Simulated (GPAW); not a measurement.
# SrCl2 (Fm-3m): one start, several treatments of the self-energy

Wanted: the gap of SrCl2 (Fm-3m) under several approximations, with cost.

Calculated with GPAW 26.7.0; LDA and many-body steps on it, plane waves.

## Step 1: Set-up

Symmetry: Fm-3m, No. 225, cubic system. Conventional cell: a = 6.977 Å, b = 6.977 Å, c = 6.977 Å, α = 90.00°, β = 90.00°, γ = 90.00°. Nearest to Sr lie 8 Cl at 3.02 Å. Nearest to Cl lie 4 Sr at 3.02 Å. Farther neighbours and most contacts between anions are not listed.

As a file:

```cif
data_structure
_symmetry_space_group_name_H-M 'P 1'
_symmetry_Int_Tables_number 1
_cell_length_a 4.9333
_cell_length_b 4.9333
_cell_length_c 4.9333
_cell_angle_alpha 60.000
_cell_angle_beta 60.000
_cell_angle_gamma 60.000
_cell_volume 84.90
loop_
_atom_site_label
_atom_site_type_symbol
_atom_site_fract_x
_atom_site_fract_y
_atom_site_fract_z
_atom_site_occupancy
Sr1 Sr 0.00000 0.00000 0.00000 1
Cl2 Cl 0.25000 0.25000 0.25000 1
Cl3 Cl 0.75000 0.75000 0.75000 1
```

The cell and positions come from the Crystallography Open Database and are kept as given unless a step says otherwise.

## Step 2: Empty states on the mesh, 4×4×4 mesh, 295 bands

This step: GPAW 26.7.0; DFT, LDA, plane waves, PAW.

The sums over transitions need many empty states on a uniform mesh; this step solves for them.

The input, run.py:

```python
import json
import numpy as np
from gpaw.mpi import world
from gpaw import GPAW

calc = GPAW('gs.gpw').fixed_density(kpts={'size': (4, 4, 4), 'gamma': True},
    parallel={'domain': 1, 'band': 1},
    txt='nscf.txt')
calc.diagonalize_full_hamiltonian(nbands=295)
calc.write('full.gpw', mode='all')
res = {}
kpts = calc.get_ibz_k_points()
res['kpts'] = kpts
res['eigenvalues'] = [calc.get_eigenvalues(kpt=k) for k in range(len(kpts))]
res['n_electrons'] = calc.get_number_of_electrons()

if world.rank == 0:
    with open('result.json', 'w') as f:
        json.dump(res, f, default=lambda x: x.tolist())
```

Run with:

```
> mpirun -n 4 gpaw python run.py
```

Numbers of over 12 decimals in the logs are rounded to 6 here.

Output:

```text
Diagonalizing LCAO Hamiltonian
Converting LCAO to pw mode
convergence criteria:
- Maximum integral of absolute [eigenst]ate change: 4e-08 eV^2 / valence electron
maximum number of iterations: 100

SCF iterations
|iter     |     time |      energy | eigst |  dens |
|iter:   1|  |             | +1.44 |       |
|iter:   2|  |             | +0.41 |       |
|iter:   3|  |             | -0.08 |       |
[...]
|iter:  10|  |             | -6.36 |       |
|iter:  11|  |             | -7.22 |       |
|iter:  12|  |             | -7.52c|       |
SCF steps: 12
  __  _  _
 | _ |_)|_||  |
 |__||  | ||/\| - 26.7.0

Input parameters:
  mode=PW(ecut=450.000000),
  convergence={'density': 1e-06, 'bands': -3},
  gpts=array([25, 25, 25]),
  kpts=MonkhorstPack(size=(4, 4, 4), gamma=True),
  maxiter=100,
  nbands=19,
  occupations=Occupations(name='fermi-dirac', width=0.001, fixmagmom=False),
  parallel={'domain': 1, 'band': 1},
  xc=XC(name='LDA')
Matrix size: 1837x1837
# Writing to full.gpw (mode='all')
  [... matrices ...]

timing:  # [seconds]
  Total: 13.087  # ━━━━━━━━━━━━━━━━━━━━━━━━━━━━━━━━━━━━━━━━━━━━━━━━━━━━━━━━━━
```

Run time: 18 s. Hardware: 4 MPI ranks of Arm Neoverse V1, shared host; peak memory 1.7 GiB; 70 s of CPU time.

This step gave:

- gap: 4.883 eV
- k of the valence top: 0.5, 0.5, 0
- k of the conduction bottom: 0, 0, 0
- least direct gap: 5.167 eV
- k points computed: 8
- lowest point of the top converged band, above the valence top: 121.7263 eV

On this mesh the gap is 4.883 eV.

## Step 3: G0W0, Godby-Needs plasmon pole

Now the one-shot GW correction: screening in the RPA, then the self-energy of the levels asked for.

This step: G0W0 on LDA, plane waves, PAW.

The input, run.py:

```python
import json
import numpy as np
from gpaw.mpi import world
from gpaw.response.g0w0 import G0W0

gw = G0W0('full.gpw',
    filename='gw',
    kpts=[0, 5],
    bands=(10, 14),
    ecut=78,
    nbands=132,
    integrate_gamma='WS',
    ppa=True)
gw.calculate()
res = {mode: {k: v for k, v in r.items() if k != 'sigma_eskwn'}
       for mode, r in gw.all_results.items()}

if world.rank == 0:
    with open('result.json', 'w') as f:
        json.dump(res, f, default=lambda x: x.tolist())
```

Run with:

```
> mpirun -n 4 gpaw python run.py
```

Output:

```text
Using integrator: PointIntegrator
FrequencyGridDescriptor(from 0.000+0.000j to 0.000+27.211j eV, 2 points)
Nonperiodic BCs:  [False False False]
Using integrator: PointIntegrator
FrequencyGridDescriptor(from 0.000+0.000j to 0.000+27.211j eV, 2 points)
Nonperiodic BCs:  [False False False]
  ___  _ _ _
 |   || | | |
 | | || | | |
 |__ ||_____|
 |___|

BZ k-points: Symmetries present (total): 48

  [... matrices ...]
64 k-points: 4 x 4 x 4 Monkhorst-Pack grid + [1/8,1/8,1/8]
8 k-points in the irreducible part of the Brillouin zone
       k-points in crystal coordinates                weights
   0:     0.00000000    0.00000000    0.00000000          1/64
   1:     0.25000000    0.25000000    0.00000000          6/64
   2:     0.25000000    0.25000000    0.25000000          8/64
   3:     0.50000000    0.25000000   -0.25000000          6/64
   4:     0.50000000    0.25000000    0.25000000         12/64
   5:     0.50000000    0.50000000    0.00000000          3/64
   6:     0.50000000    0.50000000    0.25000000         24/64
   7:     0.50000000    0.50000000    0.50000000          4/64

Distributing spins, k-points and bands (1 x 2 x 4) over 4 processes
Number of blocks: 1

Quasi particle states:
k-points (IBZ indices): [0, 5]
Band range: (10, 14)
  [... matrices ...]
Computational parameters:
Plane wave cut-off: 78 eV
Number of bands: 132
Coulomb cutoff: None
Broadening: 0.1 eV

fxc modes: GW
Kernel: RPA
Using Godby-Needs plasmon-pole approximation:
  Fitting energy: i*E0, E0 = 1.000 Hartree
Summing all q:

Calculating screened Coulomb potential
No Coulomb truncation
FrequencyGridDescriptor(from 0.000+0.000j to 0.000+27.211j eV, 2 points)
Removing empty qpoint cache files...

Calculating chi0 body with:
    Ground state adapter containing:
    Number of spins: 1
    Number of kpoints: 64
    Number of irreducible kpoints: 8
    Number of completely occupied states: 12
    Number of partially occupied states: 12
    Occupied states memory: 2.861023 M / cpu

    Linear response parametrization:
    q_c: [0.0, 0.0, 0.0]
    Number of frequency points: 2
    Planewave cutoff: 78.0
    Number of bands: 132
    Number of planewaves: 137
    Broadening (eta): 1e-06
    comm.size: 4
    kncomm.size: 4
    blockcomm.size: 1

    Memory estimate of potentially large arrays:
        chi0_wGG: 0.572784 M / cpu
Integrating chi0 body.

Symmetries of q_c:
    Direct symmetries (Uq -> q): 48
    Indirect symmetries (TUq -> q): 0
In total 48 allowed symmetries.

  [... matrices ...]
8 groups of equivalent kpoints. 87.5% reduction.

Integral kind: response function
Integrating chi0 head and wings.

Symmetries of q_c:
    Direct symmetries (Uq -> q): 48
    Indirect symmetries (TUq -> q): 0
In total 48 allowed symmetries.

  [... matrices ...]
8 groups of equivalent kpoints. 87.5% reduction.

Integral kind: response function wings

Calculating chi0 body with:
    Ground state adapter containing:
    Number of spins: 1
    Number of kpoints: 64
    Number of irreducible kpoints: 8
    Number of completely occupied states: 12
    Number of partially occupied states: 12
    Occupied states memory: 2.861023 M / cpu

[... the further q-points ...]

Results:
f:      Occupation numbers
eps:     KS-eigenvalues [eV]
vxc:     KS vxc [eV]
exx:     Exact exchange [eV]
sigma:   Self-energies [eV]
dsigma:  Self-energy derivatives
Z:       Renormalization factors
qp:      QP-energies [eV]

k-point 0 (0): (0.000, 0.000, 0.000)                GW
band       f     eps     vxc     exx   sigma  dsigma       Z      qp
                                                                   GW
  10   1.000   1.091 -16.951 -21.000   2.478  -0.232   0.812  -0.184
  11   1.000   1.091 -16.951 -21.000   2.478  -0.232   0.812  -0.184
  12   0.000   6.321  -9.853  -5.339  -3.251  -0.161   0.861   7.409
  13   0.000   7.284 -11.111  -5.647  -3.405  -0.168   0.856   9.047

k-point 1 (5): (0.500, 0.500, 0.000)                GW
band       f     eps     vxc     exx   sigma  dsigma       Z      qp
                                                                   GW
  10   1.000   1.031 -16.820 -20.818   2.458  -0.233   0.811  -0.219
  11   1.000   1.437 -17.371 -21.317   2.445  -0.232   0.811   0.220
  12   0.000   6.604  -9.757  -4.887  -3.232  -0.162   0.861   8.014
  13   0.000   8.274 -12.906  -7.106  -3.514  -0.174   0.852  10.221
```

It took 36 s on 4 MPI ranks; peak memory 1.2 GiB; 2.4 min of CPU time.

Numbers from this step:

| Quantity | Value |
| --- | --- |
| G0W0 gap on the points computed | 7.189 eV |
| least direct G0W0 gap on the computed points | 7.593 eV |
| Z at the valence top | 0.8115 |
| Z at the conduction bottom | 0.8613 |
| starting gap on the mesh | 4.883 eV |
| k of the valence top | 0.5, 0.5, 0 |
| k of the conduction bottom | 0, 0, 0 |

The gap on the mesh goes from 4.88 eV to 7.19 eV, a correction of +2.31 eV.

## Step 4: One-shot HSE06

This step: one-shot HSE06 levels on LDA orbitals, plane waves, PAW.

The input, run.py:

```python
import json
import numpy as np
from gpaw.mpi import world
from gpaw.hybrids.eigenvalues import non_self_consistent_eigenvalues

dft, vxc, vxc_hyb = non_self_consistent_eigenvalues('full.gpw', 'HSE06', 10, 14, kpt_indices=[0, 5])
res = {'dft': dft[0], 'hybrid': (dft - vxc + vxc_hyb)[0]}
if world.rank == 0:
    with open('hybrid.txt', 'w') as f:
        for k, e0, e1 in zip([0, 5], res['dft'], res['hybrid']):
            print(k, ' '.join(f'{x:9.4f}' for x in e0), '|', ' '.join(f'{x:9.4f}' for x in e1), file=f)

if world.rank == 0:
    with open('result.json', 'w') as f:
        json.dump(res, f, default=lambda x: x.tolist())
```

Run with:

```
> mpirun -n 4 gpaw python run.py
```

Output:

```text
IBZ(<points: 8, symmetries: 48>)
Occupied bands: 12
Transforming wave functions from IBZ to BZ: 0.032 seconds
Distributing wave functions and iFFT-ing to real space: 0.206 seconds
Calculating eigenvalues:
  k-points: 2
  Bands: 10-13 (inclusive)
  Seconds: 0.648 (wave-function broadcasting: 0.008 seconds)
HSE06-eigenvalue shifts:
  min: -0.888 eV
  ave: 0.035 eV
  max: 1.022 eV
```

It took 4 s on 4 MPI ranks; peak memory 0.46 GiB; 16 s of CPU time.

This step gave:

```
starting gap on the mesh                       : 4.883 eV
hybrid gap on the mesh                         : 6.632 eV
least direct hybrid gap on the computed points : 6.953 eV
```

## Step 5: G0W0, extrapolated in the cutoff

This step: G0W0 on LDA, plane waves, PAW.

The input, run.py:

```python
import json
import numpy as np
from gpaw.mpi import world
from gpaw.response.g0w0 import G0W0

gw = G0W0('full.gpw',
    filename='gw',
    kpts=[0, 5],
    bands=(10, 14),
    ecut=130.0,
    integrate_gamma='WS',
    ppa=True,
    ecut_extrapolation=True)
gw.calculate()
res = {mode: {k: v for k, v in r.items() if k != 'sigma_eskwn'}
       for mode, r in gw.all_results.items()}

if world.rank == 0:
    with open('result.json', 'w') as f:
        json.dump(res, f, default=lambda x: x.tolist())
```

Run with:

```
> mpirun -n 4 gpaw python run.py
```

Output:

```text
Using integrator: PointIntegrator
FrequencyGridDescriptor(from 0.000+0.000j to 0.000+27.211j eV, 2 points)
Nonperiodic BCs:  [False False False]
Using integrator: PointIntegrator
FrequencyGridDescriptor(from 0.000+0.000j to 0.000+27.211j eV, 2 points)
Nonperiodic BCs:  [False False False]
  ___  _ _ _
 |   || | | |
 | | || | | |
 |__ ||_____|
 |___|

BZ k-points: Symmetries present (total): 48

  [... matrices ...]
64 k-points: 4 x 4 x 4 Monkhorst-Pack grid + [1/8,1/8,1/8]
8 k-points in the irreducible part of the Brillouin zone
       k-points in crystal coordinates                weights
   0:     0.00000000    0.00000000    0.00000000          1/64
   1:     0.25000000    0.25000000    0.00000000          6/64
   2:     0.25000000    0.25000000    0.25000000          8/64
[...]
6:     0.50000000    0.50000000    0.25000000         24/64
   7:     0.50000000    0.50000000    0.50000000          4/64

Distributing spins, k-points and bands (1 x 2 x 4) over 4 processes
Number of blocks: 1

Quasi particle states:
k-points (IBZ indices): [0, 5]
Band range: (10, 14)
  [... matrices ...]
Computational parameters:
Extrapolating to infinite plane wave cut-off using points at:
  112.031 eV
  120.183 eV
  130.000 eV
Number of bands: 285
Coulomb cutoff: None
Broadening: 0.1 eV

fxc modes: GW
Kernel: RPA
Using Godby-Needs plasmon-pole approximation:
  Fitting energy: i*E0, E0 = 1.000 Hartree
Summing all q:

Calculating screened Coulomb potential
No Coulomb truncation
FrequencyGridDescriptor(from 0.000+0.000j to 0.000+27.211j eV, 2 points)
Removing empty qpoint cache files...

Calculating chi0 body with:
    Ground state adapter containing:
    Number of spins: 1
    Number of kpoints: 64
    Number of irreducible kpoints: 8
[...]
Broadening (eta): 1e-06
    comm.size: 4
    kncomm.size: 4
    blockcomm.size: 1

    Memory estimate of potentially large arrays:
        chi0_wGG: 2.444122 M / cpu
Integrating chi0 body.

Symmetries of q_c:
    Direct symmetries (Uq -> q): 48
    Indirect symmetries (TUq -> q): 0
In total 48 allowed symmetries.

  [... matrices ...]
8 groups of equivalent kpoints. 87.5% reduction.

Integral kind: response function
Integrating chi0 head and wings.

Symmetries of q_c:
    Direct symmetries (Uq -> q): 48
    Indirect symmetries (TUq -> q): 0
In total 48 allowed symmetries.

  [... matrices ...]
8 groups of equivalent kpoints. 87.5% reduction.

Integral kind: response function wings

Calculating chi0 body with:
    Ground state adapter containing:
    Number of spins: 1
    Number of kpoints: 64
    Number of irreducible kpoints: 8
    Number of completely occupied states: 12
    Number of partially occupied states: 12
    Occupied states memory: 2.861023 M / cpu

[... the further q-points ...]
Extrapolating selfenergy to infinite energy cutoff:
  Performing linear fit to 3 points
  Minimum R^2 = 0.9601. (R^2 Should be close to 1)
  [... matrices ...]
Results:
f:      Occupation numbers
eps:     KS-eigenvalues [eV]
vxc:     KS vxc [eV]
exx:     Exact exchange [eV]
sigma:   Self-energies [eV]
dsigma:  Self-energy derivatives
Z:       Renormalization factors
qp:      QP-energies [eV]

k-point 0 (0): (0.000, 0.000, 0.000)                GW
band       f     eps     vxc     exx   sigma  dsigma       Z      qp
                                                                   GW
  10   1.000   1.091 -16.951 -21.000   1.845  -0.244   0.804  -0.681
  11   1.000   1.091 -16.951 -21.000   1.844  -0.244   0.804  -0.681
  12   0.000   6.321  -9.853  -5.339  -3.466  -0.165   0.858   7.221
[...]
k-point 1 (5): (0.500, 0.500, 0.000)                GW
band       f     eps     vxc     exx   sigma  dsigma       Z      qp
                                                                   GW
[...]
12   0.000   6.604  -9.757  -4.887  -3.441  -0.165   0.859   7.832
  13   0.000   8.274 -12.906  -7.106  -3.844  -0.178   0.849   9.934
```

Elapsed: 4.2 min, on 4 MPI ranks; peak memory 1.5 GiB; 17 min of CPU time.

This step gave:

```yaml
quasiparticle_gap_on_the_points_computed: 7.523 eV
least_direct_quasiparticle_gap_on_the_computed_points: 7.902 eV
z_at_the_valence_top: 0.8033
z_at_the_conduction_bottom: 0.8584
starting_gap_on_the_mesh: 4.883 eV
k_of_the_valence_top: 0.5, 0.5, 0
k_of_the_conduction_bottom: 0, 0, 0
gaps_at_the_cutoffs_of_the_extrapolation: 7.311, 7.333, 7.354 eV
```

Against G0W0 in GPAW (4×4×4 mesh, 132 bands, screening to 78 eV, Godby-Needs plasmon pole), the gap moves by +0.333 eV.

## Step 6: One-shot PBE0

This step: one-shot PBE0 levels on LDA orbitals, plane waves, PAW.

The input, run.py:

```python
import json
import numpy as np
from gpaw.mpi import world
from gpaw.hybrids.eigenvalues import non_self_consistent_eigenvalues

dft, vxc, vxc_hyb = non_self_consistent_eigenvalues('full.gpw', 'PBE0', 10, 14, kpt_indices=[0, 5])
res = {'dft': dft[0], 'hybrid': (dft - vxc + vxc_hyb)[0]}
if world.rank == 0:
    with open('hybrid.txt', 'w') as f:
        for k, e0, e1 in zip([0, 5], res['dft'], res['hybrid']):
            print(k, ' '.join(f'{x:9.4f}' for x in e0), '|', ' '.join(f'{x:9.4f}' for x in e1), file=f)

if world.rank == 0:
    with open('result.json', 'w') as f:
        json.dump(res, f, default=lambda x: x.tolist())
```

Run with:

```
> mpirun -n 4 gpaw python run.py
```

Output:

```text
IBZ(<points: 8, symmetries: 48>)
Occupied bands: 12
Transforming wave functions from IBZ to BZ: 0.034 seconds
Distributing wave functions and iFFT-ing to real space: 0.232 seconds
Calculating eigenvalues:
  k-points: 2
  Bands: 10-13 (inclusive)
  Seconds: 0.973 (wave-function broadcasting: 0.009 seconds)
HSE06-eigenvalue shifts:
  min: -1.284 eV
  ave: 0.027 eV
  max: 1.406 eV
```

Wall time 4.3 s (4 MPI ranks); peak memory 0.89 GiB.

This step gave:

* starting gap on the mesh: 4.883 eV
* hybrid gap on the mesh: 7.406 eV
* least direct hybrid gap on the computed points: 7.732 eV

## Step 7: G0W0, full frequency, Hilbert transform

This step: G0W0 on LDA, plane waves, PAW.

The input, run.py:

```python
import json
import numpy as np
from gpaw.mpi import world
from gpaw.response.g0w0 import G0W0

gw = G0W0('full.gpw',
    filename='gw',
    kpts=[0, 5],
    bands=(10, 14),
    ecut=78,
    nbands=132,
    integrate_gamma='WS',
    frequencies={'type': 'nonlinear', 'domega0': 0.1, 'omega2': 15.0},
    eta=0.1,
    nblocksmax=True)
gw.calculate()
res = {mode: {k: v for k, v in r.items() if k != 'sigma_eskwn'}
       for mode, r in gw.all_results.items()}

if world.rank == 0:
    with open('result.json', 'w') as f:
        json.dump(res, f, default=lambda x: x.tolist())
```

Run with:

```
> mpirun -n 4 gpaw python run.py
```

Output:

```text
Using integrator: PointIntegrator
NonLinearFrequencyDescriptor(from 0.000 to 101.637 eV, 268 points)
Nonperiodic BCs:  [False False False]
Using integrator: PointIntegrator
NonLinearFrequencyDescriptor(from 0.000 to 101.637 eV, 268 points)
Nonperiodic BCs:  [False False False]
  ___  _ _ _
 |   || | | |
 | | || | | |
 |__ ||_____|
 |___|

BZ k-points: Symmetries present (total): 48

  [... matrices ...]
64 k-points: 4 x 4 x 4 Monkhorst-Pack grid + [1/8,1/8,1/8]
8 k-points in the irreducible part of the Brillouin zone
       k-points in crystal coordinates                weights
[...]
GW
  10   1.000   1.091 -16.951 -21.000   2.467  -0.264   0.791  -0.160
  11   1.000   1.091 -16.951 -21.000   2.467  -0.264   0.791  -0.160
  12   0.000   6.321  -9.853  -5.339  -3.220  -0.182   0.846   7.416
[...]
k-point 1 (5): (0.500, 0.500, 0.000)                GW
band       f     eps     vxc     exx   sigma  dsigma       Z      qp
                                                                   GW
[...]
12   0.000   6.604  -9.757  -4.887  -3.208  -0.176   0.850   8.017
  13   0.000   8.274 -12.906  -7.106  -3.508  -0.187   0.842  10.204
```

Wall time 69 s (4 MPI ranks); peak memory 1.4 GiB.

Numbers from this step:

| Item | Value |
| --- | --- |
| G0W0 gap on the points computed | 7.193 eV |
| least direct G0W0 gap on the computed points | 7.576 eV |
| starting gap on the mesh | 4.883 eV |
| k of the valence top | 0.5, 0.5, 0 |
| k of the conduction bottom | 0, 0, 0 |

Against G0W0 in GPAW (4×4×4 mesh, 132 bands, screening to 78 eV, Godby-Needs plasmon pole), the gap moves by +0.003 eV.

## Step 8: Side by side

Times are wall times on 4 MPI ranks of Arm Neoverse V1, shared host, good to a factor of about two.

```tsv
run	mesh	bands	screening cutoff (eV)	DFT gap (eV)	gap on the mesh (eV)	direct (eV)	time
G0W0, Godby-Needs plasmon pole	4×4×4	132	78	4.883	7.189	7.593	36 s
one-shot HSE06	4×4×4	-	-	4.883	6.632	6.953	4 s
G0W0, extrapolated in the cutoff	4×4×4	-	130	4.883	7.523	7.902	4.2 min
one-shot PBE0	4×4×4	-	-	4.883	7.406	7.732	4.3 s
G0W0, full frequency, Hilbert transform	4×4×4	132	78	4.883	7.193	7.576	69 s
```

## Step 9: Outcome

```
G0W0, Godby-Needs plasmon pole          : 7.189 eV
one-shot HSE06                          : 6.632 eV
G0W0, extrapolated in the cutoff        : 7.523 eV
one-shot PBE0                           : 7.406 eV
G0W0, full frequency, Hilbert transform : 7.193 eV
known limits                            : not at the basis limit; no spin-orbit coupling
```

In words: One-shot HSE06: −0.558 eV against G0W0, Godby-Needs plasmon pole. G0W0, extrapolated in the cutoff: +0.333 eV against G0W0, Godby-Needs plasmon pole, at other bands or cutoff, so not like for like. One-shot PBE0: +0.217 eV against G0W0, Godby-Needs plasmon pole. G0W0, full frequency, Hilbert transform: +0.003 eV against G0W0, Godby-Needs plasmon pole. One-shot hybrid levels are evaluated on the LDA orbitals. Bands and cutoff are finite, so the gap is not at the basis limit. The miss can reach some tenths of an eV and take either sign; the mesh is an error of its own. These stock PAW sets were not made for GW. In the G0W0 runs levels were corrected at 2 k points alone, so a gap called «on the mesh» is the least over those, and an edge elsewhere would be missed. The many-body steps are scalar-relativistic: spin-orbit coupling is not in them.

[Paths, hosts, dates, memory and timing lines, banners, echoed tables and standing remarks are left out of the program output.]

[Logs are printed without paths, hosts, clocks, repeated set-up lines and the standing remarks that a program may print on its own settings, such as how far it seeks lower states.]

[Runs of the session that timed out or met a known fault of the program may be left out.]

[Hosts, paths, dates, database ids (printed as entryN), source tags and the programs' standing remarks are cut or masked in the printed files.]
